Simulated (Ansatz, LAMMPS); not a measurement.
# Squeezing and shearing glassy 22BaO-78TiO2 (mol %) (89 atoms), part 3 of 4

How stiff is glassy 22BaO-78TiO2 (mol %) (89 atoms), and how do its levels respond to strain?

Ansatz 0.2.0; Kohn-Sham DFT, PBE, PAW (set soft_1), plane waves.

The cell: 7 Ba, 25 Ti and 57 O. The quench rate of 100 K/ps far exceeds what a furnace or splat quench reaches. The starting topology of bonds comes from the classical model. Only the Γ point is sampled. The levels lack spin–orbit coupling.

So far. Step 8 (Volume +6 %): The relaxation converged after 8 steps, 1.07 eV below its start, with a largest force component of 0.048 eV/Å. Step 8 (Volume +6 %): Volume +6 %: the energy stands 0.873 eV above that of the reference, at a pressure of -3.49 GPa.

### 9. Volume -10 %

The relaxed cell is scaled to another volume.

input.yaml reads:

```yaml
crystal:
  lattice:
    - [10.48377, -0.35727, -0.09783]
    - [-0.35727, 10.23769, -0.06432]
    - [-0.09783, -0.06432, 10.6336]
  atoms:
    [... the 89 atom lines of step 4 ...]
kpoints:
  mp_grid: { grid: [1, 1, 1] }
hamiltonian:
  xc: pbe
  pseudopotentials: { kind: paw, azcp: { folder: soft_1 } }
scf:
  occupations: { method: fixed }
output:
  forces: true
  eigenvalues: true
  stress: true
relax:
  f_tol: 0.05
  max_steps: 70
```

The run is started by

```
ansatz run input.yaml --threads 4 --pin off --max-ram 8192MiB --backend cpu --events-out ev --progress --plain --runs-dir out
```

Numbers of over 12 decimals in the logs are rounded to 6 here.

Output:

```text
[...]
Crystal: 89 atoms, lattice volume = 1139.797 Å³
Basis set: ecut = 420 eV, 22281 PW (Γ), exchange–correlation on 144×144×144 points (8 copies of the dense FFT grid, shifted against one another)
Bands: 445, of which v1, the nominal top of the filled ones, is band 356 counted from 1 (355 counted from 0)
Symmetry: 1 space group operations
[...]
k-points: 1
[...]
SCF iter   1: F=—  HF=-136620.179762 eV  |F-HF|=—  |Δ(HF+E_count)|=         —  Δρ=6.06e-2  dr2=6.92e1  ethr=3.10e-3  ⟨swp⟩=5.0  Hψ=1369  notcnv=0  defer=87
[...]
SCF iter  10: F=—  HF=-136603.813081 eV  |F-HF|=—  |Δ(HF+E_count)|=   2.32e-4  Δρ=7.94e-5  dr2=9.90e-5  ethr=8.60e-8  ⟨swp⟩=2.0  Hψ=632  notcnv=0  defer=87
SCF iter  11: F=-136603.813129 eV  HF=-136603.813156 eV  |F-HF|=2.68e-5  |Δ(HF+E_count)|=   7.53e-5  Δρ=6.55e-5  dr2=5.36e-5  ethr=8.78e-9  ⟨swp⟩=12.0  Hψ=2186  notcnv=0
SCF 1 converged in 11 iterations: F = -136603.813129 eV  dr2 = 5.36e-5
[...]
relax step   1: F+E_penalty+E_count = -136603.81312903 eV  Δ(F+E_penalty+E_count) = +0.000e0 eV  max|allowed force component| = 2.134e0 eV/Å  Δτ_max = 0.0000 Å  (11 SCF iters, dr2 threshold 6.25e-5 eV, accepted)
[...]
relax step   2: F+E_penalty+E_count = -136606.20406393 eV  Δ(F+E_penalty+E_count) = -2.391e0 eV  max|allowed force component| = 9.565e-1 eV/Å  Δτ_max = 0.1902 Å  (8 SCF iters, dr2 threshold 1.00e-4 eV, accepted)
[...]
relax step   3: F+E_penalty+E_count = -136607.10977989 eV  Δ(F+E_penalty+E_count) = -9.057e-1 eV  max|allowed force component| = 7.196e-1 eV/Å  Δτ_max = 0.1636 Å  (8 SCF iters, dr2 threshold 5.72e-5 eV, accepted)
relax step   4: F+E_penalty+E_count = -136607.71015695 eV  Δ(F+E_penalty+E_count) = -6.004e-1 eV  max|allowed force component| = 4.132e-1 eV/Å  Δτ_max = 0.2000 Å  (7 SCF iters, dr2 threshold 1.00e-4 eV, accepted)
relax step   5: F+E_penalty+E_count = -136607.89451921 eV  Δ(F+E_penalty+E_count) = -1.844e-1 eV  max|allowed force component| = 5.158e-1 eV/Å  Δτ_max = 0.2000 Å  (8 SCF iters, dr2 threshold 5.63e-5 eV, accepted)
relax step   6: F+E_penalty+E_count = -136607.95627171 eV  Δ(F+E_penalty+E_count) = -6.175e-2 eV  max|allowed force component| = 1.838e-1 eV/Å  Δτ_max = 0.0632 Å  (6 SCF iters, dr2 threshold 8.77e-5 eV, accepted)
relax step   7: F+E_penalty+E_count = -136608.02862679 eV  Δ(F+E_penalty+E_count) = -7.236e-2 eV  max|allowed force component| = 2.180e-1 eV/Å  Δτ_max = 0.2000 Å  (10 SCF iters, dr2 threshold 4.29e-6 eV, accepted)
relax step   8: F+E_penalty+E_count = -136608.06463923 eV  Δ(F+E_penalty+E_count) = -3.601e-2 eV  max|allowed force component| = 1.677e-1 eV/Å  Δτ_max = 0.0460 Å  (7 SCF iters, dr2 threshold 6.03e-6 eV, accepted)
relax step   9: F+E_penalty+E_count = -136608.08919430 eV  Δ(F+E_penalty+E_count) = -2.456e-2 eV  max|allowed force component| = 1.180e-1 eV/Å  Δτ_max = 0.0629 Å  (7 SCF iters, dr2 threshold 1.66e-5 eV, accepted)
relax step  10: F+E_penalty+E_count = -136608.11123494 eV  Δ(F+E_penalty+E_count) = -2.204e-2 eV  max|allowed force component| = 9.084e-2 eV/Å  Δτ_max = 0.1133 Å  (9 SCF iters, dr2 threshold 6.89e-6 eV, accepted)
relax step  11: F+E_penalty+E_count = -136608.05029153 eV  Δ(F+E_penalty+E_count) = +6.094e-2 eV  max|allowed force component| = 1.004e0 eV/Å  Δτ_max = 0.2000 Å  (10 SCF iters, dr2 threshold 4.09e-6 eV, rejected (line search))
relax step  12: F+E_penalty+E_count = -136608.16158427 eV  Δ(F+E_penalty+E_count) = -5.035e-2 eV  max|allowed force component| = 1.636e-1 eV/Å  Δτ_max = 0.0974 Å  (12 SCF iters, accepted)
relax step  13: F+E_penalty+E_count = -136608.18429439 eV  Δ(F+E_penalty+E_count) = -2.271e-2 eV  max|allowed force component| = 2.411e-1 eV/Å  Δτ_max = 0.0986 Å  (8 SCF iters, dr2 threshold 1.59e-5 eV, accepted)
relax step  14: F+E_penalty+E_count = -136608.20833789 eV  Δ(F+E_penalty+E_count) = -2.404e-2 eV  max|allowed force component| = 2.497e-1 eV/Å  Δτ_max = 0.0670 Å  (6 SCF iters, dr2 threshold 5.81e-5 eV, accepted)
relax step  15: F+E_penalty+E_count = -136608.23576531 eV  Δ(F+E_penalty+E_count) = -2.743e-2 eV  max|allowed force component| = 1.655e-1 eV/Å  Δτ_max = 0.1093 Å  (7 SCF iters, dr2 threshold 6.24e-5 eV, accepted)
relax step  16: F+E_penalty+E_count = -136608.23178441 eV  Δ(F+E_penalty+E_count) = +3.981e-3 eV  max|allowed force component| = 3.458e-1 eV/Å  Δτ_max = 0.2000 Å  (9 SCF iters, dr2 threshold 1.20e-5 eV, rejected (line search))
relax step  17: F+E_penalty+E_count = -136608.30106770 eV  Δ(F+E_penalty+E_count) = -6.530e-2 eV  max|allowed force component| = 1.811e-1 eV/Å  Δτ_max = 0.0976 Å  (11 SCF iters, accepted)
relax step  18: F+E_penalty+E_count = -136608.34168454 eV  Δ(F+E_penalty+E_count) = -4.062e-2 eV  max|allowed force component| = 1.145e-1 eV/Å  Δτ_max = 0.1000 Å  (7 SCF iters, dr2 threshold 1.44e-5 eV, accepted)
relax step  19: F+E_penalty+E_count = -136608.36919065 eV  Δ(F+E_penalty+E_count) = -2.751e-2 eV  max|allowed force component| = 2.431e-1 eV/Å  Δτ_max = 0.1467 Å  (9 SCF iters, dr2 threshold 5.24e-6 eV, accepted)
relax step  20: F+E_penalty+E_count = -136608.39397364 eV  Δ(F+E_penalty+E_count) = -2.478e-2 eV  max|allowed force component| = 2.040e-1 eV/Å  Δτ_max = 0.0412 Å  (6 SCF iters, dr2 threshold 2.36e-5 eV, accepted)
relax step  21: F+E_penalty+E_count = -136608.42327966 eV  Δ(F+E_penalty+E_count) = -2.931e-2 eV  max|allowed force component| = 2.005e-1 eV/Å  Δτ_max = 0.0586 Å  (7 SCF iters, dr2 threshold 2.93e-5 eV, accepted)
relax step  22: F+E_penalty+E_count = -136608.44269986 eV  Δ(F+E_penalty+E_count) = -1.942e-2 eV  max|allowed force component| = 1.925e-1 eV/Å  Δτ_max = 0.0839 Å  (7 SCF iters, dr2 threshold 2.83e-5 eV, accepted)
relax step  23: F+E_penalty+E_count = -136608.49802559 eV  Δ(F+E_penalty+E_count) = -5.533e-2 eV  max|allowed force component| = 1.757e-1 eV/Å  Δτ_max = 0.2000 Å  (7 SCF iters, dr2 threshold 3.41e-5 eV, accepted)
relax step  24: F+E_penalty+E_count = -136608.52077421 eV  Δ(F+E_penalty+E_count) = -2.275e-2 eV  max|allowed force component| = 2.201e-1 eV/Å  Δτ_max = 0.1045 Å  (7 SCF iters, dr2 threshold 2.57e-5 eV, accepted)
relax step  25: F+E_penalty+E_count = -136608.42263285 eV  Δ(F+E_penalty+E_count) = +9.814e-2 eV  max|allowed force component| = 4.539e-1 eV/Å  Δτ_max = 0.2000 Å  (8 SCF iters, dr2 threshold 4.04e-5 eV, rejected (line search))
relax step  26: F+E_penalty+E_count = -136608.57100265 eV  Δ(F+E_penalty+E_count) = -5.023e-2 eV  max|allowed force component| = 1.971e-1 eV/Å  Δτ_max = 0.0985 Å  (12 SCF iters, accepted)
relax step  27: F+E_penalty+E_count = -136608.54389621 eV  Δ(F+E_penalty+E_count) = +2.711e-2 eV  max|allowed force component| = 5.359e-1 eV/Å  Δτ_max = 0.1000 Å  (7 SCF iters, dr2 threshold 3.12e-5 eV, rejected (line search))
relax step  28: F+E_penalty+E_count = -136608.57776447 eV  Δ(F+E_penalty+E_count) = -6.762e-3 eV  max|allowed force component| = 1.263e-1 eV/Å  Δτ_max = 0.0487 Å  (11 SCF iters, accepted)
relax step  29: F+E_penalty+E_count = -136608.58263247 eV  Δ(F+E_penalty+E_count) = -4.868e-3 eV  max|allowed force component| = 6.080e-2 eV/Å  Δτ_max = 0.0251 Å  (7 SCF iters, dr2 threshold 6.54e-6 eV, accepted)
relax step  30: F+E_penalty+E_count = -136608.56764419 eV  Δ(F+E_penalty+E_count) = +1.499e-2 eV  max|allowed force component| = 2.225e-1 eV/Å  Δτ_max = 0.0750 Å  (11 SCF iters, rejected (line search))
[...]
relax step  31: F+E_penalty+E_count = -136608.58473736 eV  Δ(F+E_penalty+E_count) = -2.105e-3 eV  max|allowed force component| = 3.787e-2 eV/Å  Δτ_max = 0.0112 Å  (10 SCF iters, accepted)
SCF converged after 10 iterations
Free energy (F): -136608.584737 eV
[...]
Internal energy: -136608.584737 eV  (E = F + TS)
E sigma→0 (E₀):  -136608.584737 eV
Fermi energy:    7.778281 eV
[...]
Σ components = -136608.584737   (vs F -136608.584737, Δ=0.00e0)
--- Forces (eV/Å), atoms counted from 1 ---
  atom   1  Ba     0.00478895     0.00227730     0.00029038
  atom   2  Ba    -0.00435926     0.00055197     0.00663296
  atom   3  Ba    -0.00274438     0.00344421    -0.00415527
  atom   4  Ba     0.00376902     0.00095374    -0.00495755
[...]
atom  89  O     -0.00305435    -0.00339125    -0.00073954
  max |Σ_I F_I| component: 7.85e-5 eV/Å
--- Stress (GPa, compression-positive) ---
        8.083790       0.567248      -0.727439
        0.567248       6.508571       0.649835
       -0.727439       0.649835       6.164991
  P = ⅓ Tr σ = 6.9191 GPa (69.191 kbar)
--- Band table (eV) ---
[...]
--- Relaxed structure (31 steps of the walk, 26 accepted, 0 SCFs on fresh bases) ---
  F+E_penalty+E_count = -136608.58473736 eV   max|allowed force component| = 3.787e-2 eV/Å
  atoms:
    - { symbol: Ba, position: [0.121266, 0.082087, 0.906924] }
    - { symbol: Ba, position: [0.549862, 0.396526, 0.203039] }
    - { symbol: Ba, position: [0.257338, 0.770355, 0.432631] }
    - { symbol: Ba, position: [0.628322, 0.720072, 0.423844] }
[...]
- { symbol: O, position: [0.142254, 0.021744, 0.428572] }
```

It took 11 min on 4 threads of Arm Neoverse V1, shared host; peak memory 1.8 GiB.

The relaxation converged after 31 steps, 4.77 eV below its start, with a largest force component of 0.038 eV/Å.

Volume -10 %: the energy stands 2.40 eV above that of the reference, at a pressure of 6.92 GPa.

### 10. Stretched by 1 % along x

The relaxed cell is strained along x alone, which gives the stiffness along x and its coupling to y and z.

input.yaml, the sections that differ from step 9:

```yaml
crystal:
  lattice:
    - [10.96708, -0.37004, -0.10133]
    - [-0.37374, 10.60363, -0.06662]
    - [-0.10234, -0.06662, 11.01369]
  atoms:
    [... the 89 atom lines of step 4 ...]
# kpoints, hamiltonian, scf, output, relax: as in step 9
```

Output:

```text
[...]
Crystal: 89 atoms, lattice volume = 1279.105 Å³
Basis set: ecut = 420 eV, 25011 PW (Γ), exchange–correlation on 150×144×150 points (8 copies of the dense FFT grid, shifted against one another)
Bands: 445, of which v1, the nominal top of the filled ones, is band 356 counted from 1 (355 counted from 0)
Symmetry: 1 space group operations
[...]
k-points: 1
[...]
SCF iter   1: F=—  HF=-136623.024481 eV  |F-HF|=—  |Δ(HF+E_count)|=         —  Δρ=5.03e-2  dr2=5.93e1  ethr=3.10e-3  ⟨swp⟩=5.0  Hψ=1359  notcnv=0  defer=87
[...]
SCF iter  11: F=—  HF=-136610.894994 eV  |F-HF|=—  |Δ(HF+E_count)|=   1.13e-4  Δρ=8.22e-5  dr2=1.09e-4  ethr=3.01e-8  ⟨swp⟩=2.0  Hψ=629  notcnv=0  defer=87
SCF iter  12: F=-136610.895013 eV  HF=-136610.895016 eV  |F-HF|=2.78e-6  |Δ(HF+E_count)|=   2.23e-5  Δρ=3.51e-5  dr2=2.05e-5  ethr=8.78e-9  ⟨swp⟩=11.0  Hψ=2349  notcnv=0
SCF 1 converged in 12 iterations: F = -136610.895013 eV  dr2 = 2.05e-5
[...]
relax step   1: F+E_penalty+E_count = -136610.89501317 eV  Δ(F+E_penalty+E_count) = +0.000e0 eV  max|allowed force component| = 3.713e-1 eV/Å  Δτ_max = 0.0000 Å  (12 SCF iters, dr2 threshold 6.25e-5 eV, accepted)
[...]
relax step   2: F+E_penalty+E_count = -136610.91589419 eV  Δ(F+E_penalty+E_count) = -2.088e-2 eV  max|allowed force component| = 1.862e-1 eV/Å  Δτ_max = 0.0846 Å  (8 SCF iters, dr2 threshold 8.62e-6 eV, accepted)
[...]
relax step   3: F+E_penalty+E_count = -136610.94046917 eV  Δ(F+E_penalty+E_count) = -2.457e-2 eV  max|allowed force component| = 7.582e-2 eV/Å  Δτ_max = 0.0290 Å  (10 SCF iters, accepted)
relax step   4: F+E_penalty+E_count = -136610.77099643 eV  Δ(F+E_penalty+E_count) = +1.695e-1 eV  max|allowed force component| = 4.901e-1 eV/Å  Δτ_max = 0.1671 Å  (13 SCF iters, rejected (line search))
[...]
relax step   5: F+E_penalty+E_count = -136610.95018262 eV  Δ(F+E_penalty+E_count) = -9.713e-3 eV  max|allowed force component| = 3.263e-2 eV/Å  Δτ_max = 0.0237 Å  (12 SCF iters, accepted)
SCF converged after 12 iterations
Free energy (F): -136610.950183 eV
[...]
Internal energy: -136610.950183 eV  (E = F + TS)
E sigma→0 (E₀):  -136610.950183 eV
Fermi energy:    6.235116 eV
[...]
Σ components = -136610.950183   (vs F -136610.950183, Δ=0.00e0)
--- Forces (eV/Å), atoms counted from 1 ---
  atom   1  Ba     0.00614284     0.00858406    -0.00950604
  atom   2  Ba    -0.00086441     0.00941828     0.00013518
  atom   3  Ba    -0.01065483     0.00092511    -0.01660725
  atom   4  Ba    -0.00432460    -0.00467710     0.00685150
[...]
atom  89  O      0.00327994     0.01289266    -0.00088669
  max |Σ_I F_I| component: 1.04e-4 eV/Å
--- Stress (GPa, compression-positive) ---
       -1.053975      -0.040626      -0.067228
       -0.040626      -0.591344       0.064277
       -0.067228       0.064277      -0.456556
  P = ⅓ Tr σ = -0.7006 GPa (-7.006 kbar)
--- Band table (eV) ---
[...]
--- Relaxed structure (5 steps of the walk, 4 accepted, 0 SCFs on fresh bases) ---
  F+E_penalty+E_count = -136610.95018262 eV   max|allowed force component| = 3.263e-2 eV/Å
  atoms:
    - { symbol: Ba, position: [0.121116, 0.090253, 0.891362] }
    - { symbol: Ba, position: [0.536605, 0.380154, 0.195920] }
    - { symbol: Ba, position: [0.247517, 0.813993, 0.409020] }
    - { symbol: Ba, position: [0.604572, 0.723854, 0.450320] }
[...]
- { symbol: O, position: [0.140594, 0.044334, 0.413024] }
```

It took 2.4 min on 4 threads; peak memory 1.9 GiB.

The relaxation converged after 5 steps, 0.0552 eV below its start, with a largest force component of 0.033 eV/Å.

Stretched by 1 % along x: the energy stands 0.0384 eV above that of the reference, at a pressure of -0.701 GPa.

### 11. Compressed by 1 % along x

The relaxed cell is strained along x alone, which gives the stiffness along x and its coupling to y and z.

input.yaml, the sections that differ from step 10:

```yaml
crystal:
  lattice:
    - [10.74992, -0.37004, -0.10133]
    - [-0.36634, 10.60363, -0.06662]
    - [-0.10032, -0.06662, 11.01369]
  atoms:
    [... the 89 atom lines of step 4 ...]
# kpoints, hamiltonian, scf, output, relax: as in step 10
```

Output:

```text
[...]
Crystal: 89 atoms, lattice volume = 1253.777 Å³
Basis set: ecut = 420 eV, 24489 PW (Γ), exchange–correlation on 144×144×150 points (8 copies of the dense FFT grid, shifted against one another)
Bands: 445, of which v1, the nominal top of the filled ones, is band 356 counted from 1 (355 counted from 0)
Symmetry: 1 space group operations
[...]
k-points: 1
[...]
SCF iter   1: F=—  HF=-136623.732779 eV  |F-HF|=—  |Δ(HF+E_count)|=         —  Δρ=5.17e-2  dr2=6.10e1  ethr=3.10e-3  ⟨swp⟩=5.0  Hψ=1363  notcnv=0  defer=87
[...]
SCF iter  11: F=—  HF=-136610.888325 eV  |F-HF|=—  |Δ(HF+E_count)|=   1.07e-4  Δρ=7.96e-5  dr2=9.77e-5  ethr=2.53e-8  ⟨swp⟩=2.0  Hψ=632  notcnv=0  defer=87
SCF iter  12: F=-136610.888339 eV  HF=-136610.888342 eV  |F-HF|=2.49e-6  |Δ(HF+E_count)|=   1.63e-5  Δρ=3.26e-5  dr2=1.70e-5  ethr=8.78e-9  ⟨swp⟩=11.0  Hψ=2163  notcnv=0
SCF 1 converged in 12 iterations: F = -136610.888339 eV  dr2 = 1.70e-5
[...]
relax step   1: F+E_penalty+E_count = -136610.88833929 eV  Δ(F+E_penalty+E_count) = +0.000e0 eV  max|allowed force component| = 4.032e-1 eV/Å  Δτ_max = 0.0000 Å  (12 SCF iters, dr2 threshold 6.25e-5 eV, accepted)
[...]
relax step   2: F+E_penalty+E_count = -136610.91133109 eV  Δ(F+E_penalty+E_count) = -2.299e-2 eV  max|allowed force component| = 1.837e-1 eV/Å  Δτ_max = 0.0689 Å  (8 SCF iters, dr2 threshold 1.02e-5 eV, accepted)
[...]
relax step   3: F+E_penalty+E_count = -136610.93359602 eV  Δ(F+E_penalty+E_count) = -2.226e-2 eV  max|allowed force component| = 1.073e-1 eV/Å  Δτ_max = 0.0257 Å  (10 SCF iters, accepted)
relax step   4: F+E_penalty+E_count = -136610.76413532 eV  Δ(F+E_penalty+E_count) = +1.695e-1 eV  max|allowed force component| = 4.706e-1 eV/Å  Δτ_max = 0.1241 Å  (12 SCF iters, rejected (line search))
[...]
relax step   5: F+E_penalty+E_count = -136610.94211975 eV  Δ(F+E_penalty+E_count) = -8.524e-3 eV  max|allowed force component| = 2.775e-2 eV/Å  Δτ_max = 0.0186 Å  (12 SCF iters, accepted)
SCF converged after 12 iterations
Free energy (F): -136610.942120 eV
[...]
Internal energy: -136610.942120 eV  (E = F + TS)
E sigma→0 (E₀):  -136610.942120 eV
Fermi energy:    6.453051 eV
[...]
Σ components = -136610.942120   (vs F -136610.942120, Δ=0.00e0)
--- Forces (eV/Å), atoms counted from 1 ---
  atom   1  Ba    -0.00241246    -0.00607418    -0.00131072
  atom   2  Ba     0.00218054    -0.00581956    -0.00104955
  atom   3  Ba    -0.00841236     0.00878658     0.01148735
  atom   4  Ba     0.00799526     0.00590752    -0.00176970
[...]
atom  89  O      0.00335642    -0.00266385     0.00089513
  max |Σ_I F_I| component: 1.26e-4 eV/Å
--- Stress (GPa, compression-positive) ---
        1.187519       0.012617       0.041713
        0.012617       0.598766      -0.055116
        0.041713      -0.055116       0.533345
  P = ⅓ Tr σ = 0.7732 GPa (7.732 kbar)
--- Band table (eV) ---
[...]
--- Relaxed structure (5 steps of the walk, 4 accepted, 0 SCFs on fresh bases) ---
  F+E_penalty+E_count = -136610.94211975 eV   max|allowed force component| = 2.775e-2 eV/Å
  atoms:
    - { symbol: Ba, position: [0.121772, 0.089738, 0.889673] }
    - { symbol: Ba, position: [0.539388, 0.383341, 0.195556] }
    - { symbol: Ba, position: [0.249156, 0.811600, 0.405174] }
    - { symbol: Ba, position: [0.609442, 0.723997, 0.448177] }
[...]
- { symbol: O, position: [0.142047, 0.043501, 0.414630] }
```

It took 2.3 min on 4 threads; peak memory 1.8 GiB; 8.7 min of CPU time.

The relaxation converged after 5 steps, 0.0538 eV below its start, with a largest force component of 0.028 eV/Å.

Compressed by 1 % along x: the energy stands 0.0465 eV above that of the reference, at a pressure of 0.773 GPa.

(Part 3 of 4 ends here.)

[Logs are printed without paths, hosts, clocks, repeated set-up lines and the standing remarks that a program may print on its own settings, such as how far it seeks lower states.]

[Hosts, paths, dates, database ids (printed as entryN), source tags and the programs' standing remarks are cut or masked in the printed files.]
